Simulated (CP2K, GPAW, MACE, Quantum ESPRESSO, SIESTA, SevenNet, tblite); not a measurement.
**How far do other methods lie from plane waves? Random packing of 40Si3N4-60SiO2 (mol %) (69 atoms)**

One geometry of random packing of 40Si3N4-60SiO2 (mol %) (69 atoms) is solved by several programs and methods. How far do their forces lie from a plane-wave PBE run?

Results are calculated, not measured.

### Step 1. The structure

The cell holds 69 atoms (27 Si, 24 N and 18 O), with edges of 9.70, 9.70 and 9.70 Å. Recipe: 69 atoms (27 Si, 24 N, 18 O) packed at random in a cube at 2.52 g/cm³ and pushed apart as soft spheres, cations and anions kept from their own kind; a start for melting by ab initio MD, not an equilibrated structure. Then every atom was moved at random, 0.03 Å r.m.s. a Cartesian component. The density is 2.52 g/cm³.

### Step 2. The reference input

Quantum ESPRESSO 7.5: Kohn-Sham DFT, PBE, SSSP efficiency 1.3.0 pseudopotentials, plane waves. Its input, pw.in:

```
&control
  calculation = 'scf'
  pseudo_dir = './pseudo'
  outdir = './tmp'
  disk_io = 'none'
  tprnfor = .true.
  tstress = .true.
/
&system
  ibrav = 0
  nat = 69
  ntyp = 3
  ecutwfc = 60
  ecutrho = 480
  nosym = .true.
  occupations = 'smearing'
  smearing = 'fd'
  degauss = 0.003675
/
&electrons
  conv_thr = 3.5e-07
  electron_maxstep = 100
  mixing_beta = 0.4
  mixing_mode = 'plain'
  diagonalization = 'david'
/
ATOMIC_SPECIES
Si 28.085 Si.upf
N 14.007 N.upf
O 15.999 O.upf
CELL_PARAMETERS angstrom
9.70030 0.00000 0.00000
0.00000 9.70030 0.00000
0.00000 0.00000 9.70030
ATOMIC_POSITIONS crystal
Si 0.24574 0.17845 0.43013
Si 0.72830 0.84559 0.40938
Si 0.23315 0.57358 0.12237
Si 0.95740 0.76272 0.18419
[... 63 atom lines left out ...]
O 0.85381 0.04838 0.32754
O 0.28129 0.13139 0.92204
K_POINTS gamma
```

```console
$ OMP_NUM_THREADS=1 mpirun -np 4 pw.x -in pw.in > output.txt
```

Elapsed: 5.1 min, on 4 MPI ranks of Intel Xeon Platinum 8375C at 2.90GHz (Ice Lake), shared host; peak memory 3 GiB; 20 min of CPU time.

It converged with an r.m.s. force component of 1.6 eV/Å and a pressure of -20 GPa.

### Step 3. The other programs

- CP2K 2026.2: Gaussian basis with GTH pseudopotentials and a plane-wave density; labels give functional, basis (MOLOPT sets; SR short-range, UZH the newer set with its own potentials), grid cutoff/relative cutoff and solver (OT: orbital transformation; TRS4, TC2, SIGN: linear-scaling purification with its sparsity filter), or its built-in tight binding.
- GPAW 26.7.0: PAW with atomic orbitals (LCAO), plane waves or a real-space grid of spacing h.
- MACE: machine-learned potential, published weights.
- SIESTA 5.4.2: numerical atomic orbitals, whose automatically made sets are far from complete, with PseudoDojo norm-conserving potentials that we converted to its format (checked against plane waves on the same files for H, C, O, Si, Ge and Ca alone); labels give functional, basis size, energy shift and mesh cutoff.
- SevenNet: machine-learned potential, published weights.
- tblite 0.8.0: extended tight binding, driven from Python.

All use the same cell and atoms, and the electronic-structure runs the same k-mesh.

### Step 4. Side by side

Differences are against the reference: forces as r.m.s. over components, share as that over the reference's r.m.s. force, slope as the fitted ratio of a run's forces to the reference's.

| run | Δ force, r.m.s. (meV/Å) | share (%) | slope | Δ pressure (GPa) | cores | CPU time | memory (GiB) |
| --- | --- | --- | --- | --- | --- | --- | --- |
| reference | - | - | - | - | 4 | 20 min | 3.0 |
| CP2K PBE, DZVP-MOLOPT-SR, 210/50 Ry, diagonalisation (coarse) | 75.3 | 4.80 | 0.994 | 0.864 | 2 | 5.4 min | 0.86 |
| CP2K PBE, DZVP-MOLOPT-SR, 600/50 Ry, diagonalisation | 51.7 | 3.30 | 0.995 | 0.708 | 4 | 7.8 min | 3.5 |
| CP2K PBE, SZV-MOLOPT-SR, 600/50 Ry, diagonalisation (coarse) | 1223 | 78.1 | 0.674 | 22.9 | 2 | 5.2 min | 2.5 |
| GPAW PBE, LCAO dzp, h 0.18 Å | 269 | 17.1 | 0.926 | - | 1 | 4.8 min | 1.1 |
| GPAW PBE, LCAO dzp, h 0.25 Å (coarse) | 568 | 36.2 | 0.919 | - | 1 | 2.6 min | 0.6 |
| GPAW PBE, LCAO sz(dzp), h 0.18 Å (coarse) | 1371 | 87.5 | 0.619 | - | 1 | 93 s | 0.86 |
| MACE MP-0b3 medium potential | 587 | 37.4 | 0.852 | 0.486 | 1 | 9.2 s | 1 |
| MACE MPA-0 medium potential | 447 | 28.5 | 0.920 | -0.672 | 1 | 8.5 s | 0.98 |
| SIESTA PBE, DZP, shift 0.01 Ry, mesh 500 Ry | 210 | 13.4 | 0.947 | 1.35 | 2 | 14 min | 2.1 |
| SIESTA PBE, SZP, shift 0.01 Ry, mesh 500 Ry (coarse) | 526 | 33.6 | 0.886 | 4.08 | 2 | 10 min | 1.9 |
| SevenNet 0 potential | 579 | 36.9 | 0.992 | -2.09 | 1 | 8.7 s | 0.87 |
| tblite GFN1-xTB | 662 | 42.3 | 1.093 | -3.82 | 1 | 7.2 s | 0.11 |
| tblite GFN2-xTB | 1079 | 68.9 | 1.231 | -4.89 | 1 | 15 s | 0.11 |

Rows marked coarse were listed beforehand as settings not expected to be converged; some can still land near the reference.

Times of the machine-learned potentials are mostly Python's start and the loading of weights.

CPU time is summed over cores on shared hosts, so it is rough.

### Step 5. Findings

Forces lie from 3.3 % (CP2K PBE, DZVP-MOLOPT-SR, 600/50 Ry, diagonalisation) to 87 % (GPAW PBE, LCAO sz(dzp), h 0.18 Å, coarse) of the reference's r.m.s. force of 1.6 eV/Å away from it. The PBE runs in local orbitals, coarse settings apart, differ by 3.3 % (CP2K PBE, DZVP-MOLOPT-SR, 600/50 Ry, diagonalisation) to 17 % (GPAW PBE, LCAO dzp, h 0.18 Å); basis, grid and potentials can all enter. Tight binding differs by 42 % (tblite GFN1-xTB) to 69 % (tblite GFN2-xTB); it is another model, with fitted parameters of its own, and the xTB methods hold dispersion. Machine-learned potentials differ by 28 % (MACE MPA-0 medium potential) to 37 % (MACE MP-0b3 medium potential); they were trained on other programs' data.

Runs with settings chosen to be coarse differ by 4.8 % (CP2K PBE, DZVP-MOLOPT-SR, 210/50 Ry, diagonalisation) to 87 % (GPAW PBE, LCAO sz(dzp), h 0.18 Å), their programs' other errors included. From CP2K PBE, DZVP-MOLOPT-SR, 210/50 Ry, diagonalisation to the finer CP2K PBE, DZVP-MOLOPT-SR, 600/50 Ry, diagonalisation the share falls from 4.8 to 3.3 %. From GPAW PBE, LCAO dzp, h 0.25 Å to the finer GPAW PBE, LCAO dzp, h 0.18 Å the share falls from 36 to 17 %. Pressures at PBE, coarse settings apart, lie +0.71 to +1.35 GPa from the reference's.

Caveats: Periodic xTB results under one method name differ between programs and library versions. The reference's pressure holds the uncorrected Pulay stress of its 60 Ry basis, so small pressure differences may be the reference's own error. Machine-learned potentials mimic data converged in k, so the reference's own k-point error enters their differences. The reference's stress is far from hydrostatic: its diagonal is -18.1, -22.9, -17.6 GPa, compression counted positive. The electronic-structure runs sample only Γ, in a cell whose shortest periodic width is 10 Å, which is coarse for a cell with partly filled levels. The reference's pressure of -20 GPa reflects the volume that the recipe set, positions that aren't this level's minimum and the basis. CP2K warns in some runs that its smearing reaches the highest orbitals computed, so too few empty orbitals were added. The reference has no spin polarisation, so local moments can't form. Where levels are smeared, the DFT runs use Fermi–Dirac occupations at 580 K (0.05 eV), and energies are free energies. The atoms were displaced at random, and shares hang on the size of the forces that this gives. The reference's cutoffs and mesh weren't converged further here.

[Logs are printed without paths, hosts, clocks, repeated set-up lines and the standing remarks that a program may print on its own settings, such as how far it seeks lower states.]

[Hosts, paths, dates, database ids (printed as entryN), source tags and the programs' standing remarks are cut or masked in the printed files.]

[Cells were taken only where this reference lay near another plane-wave run.]
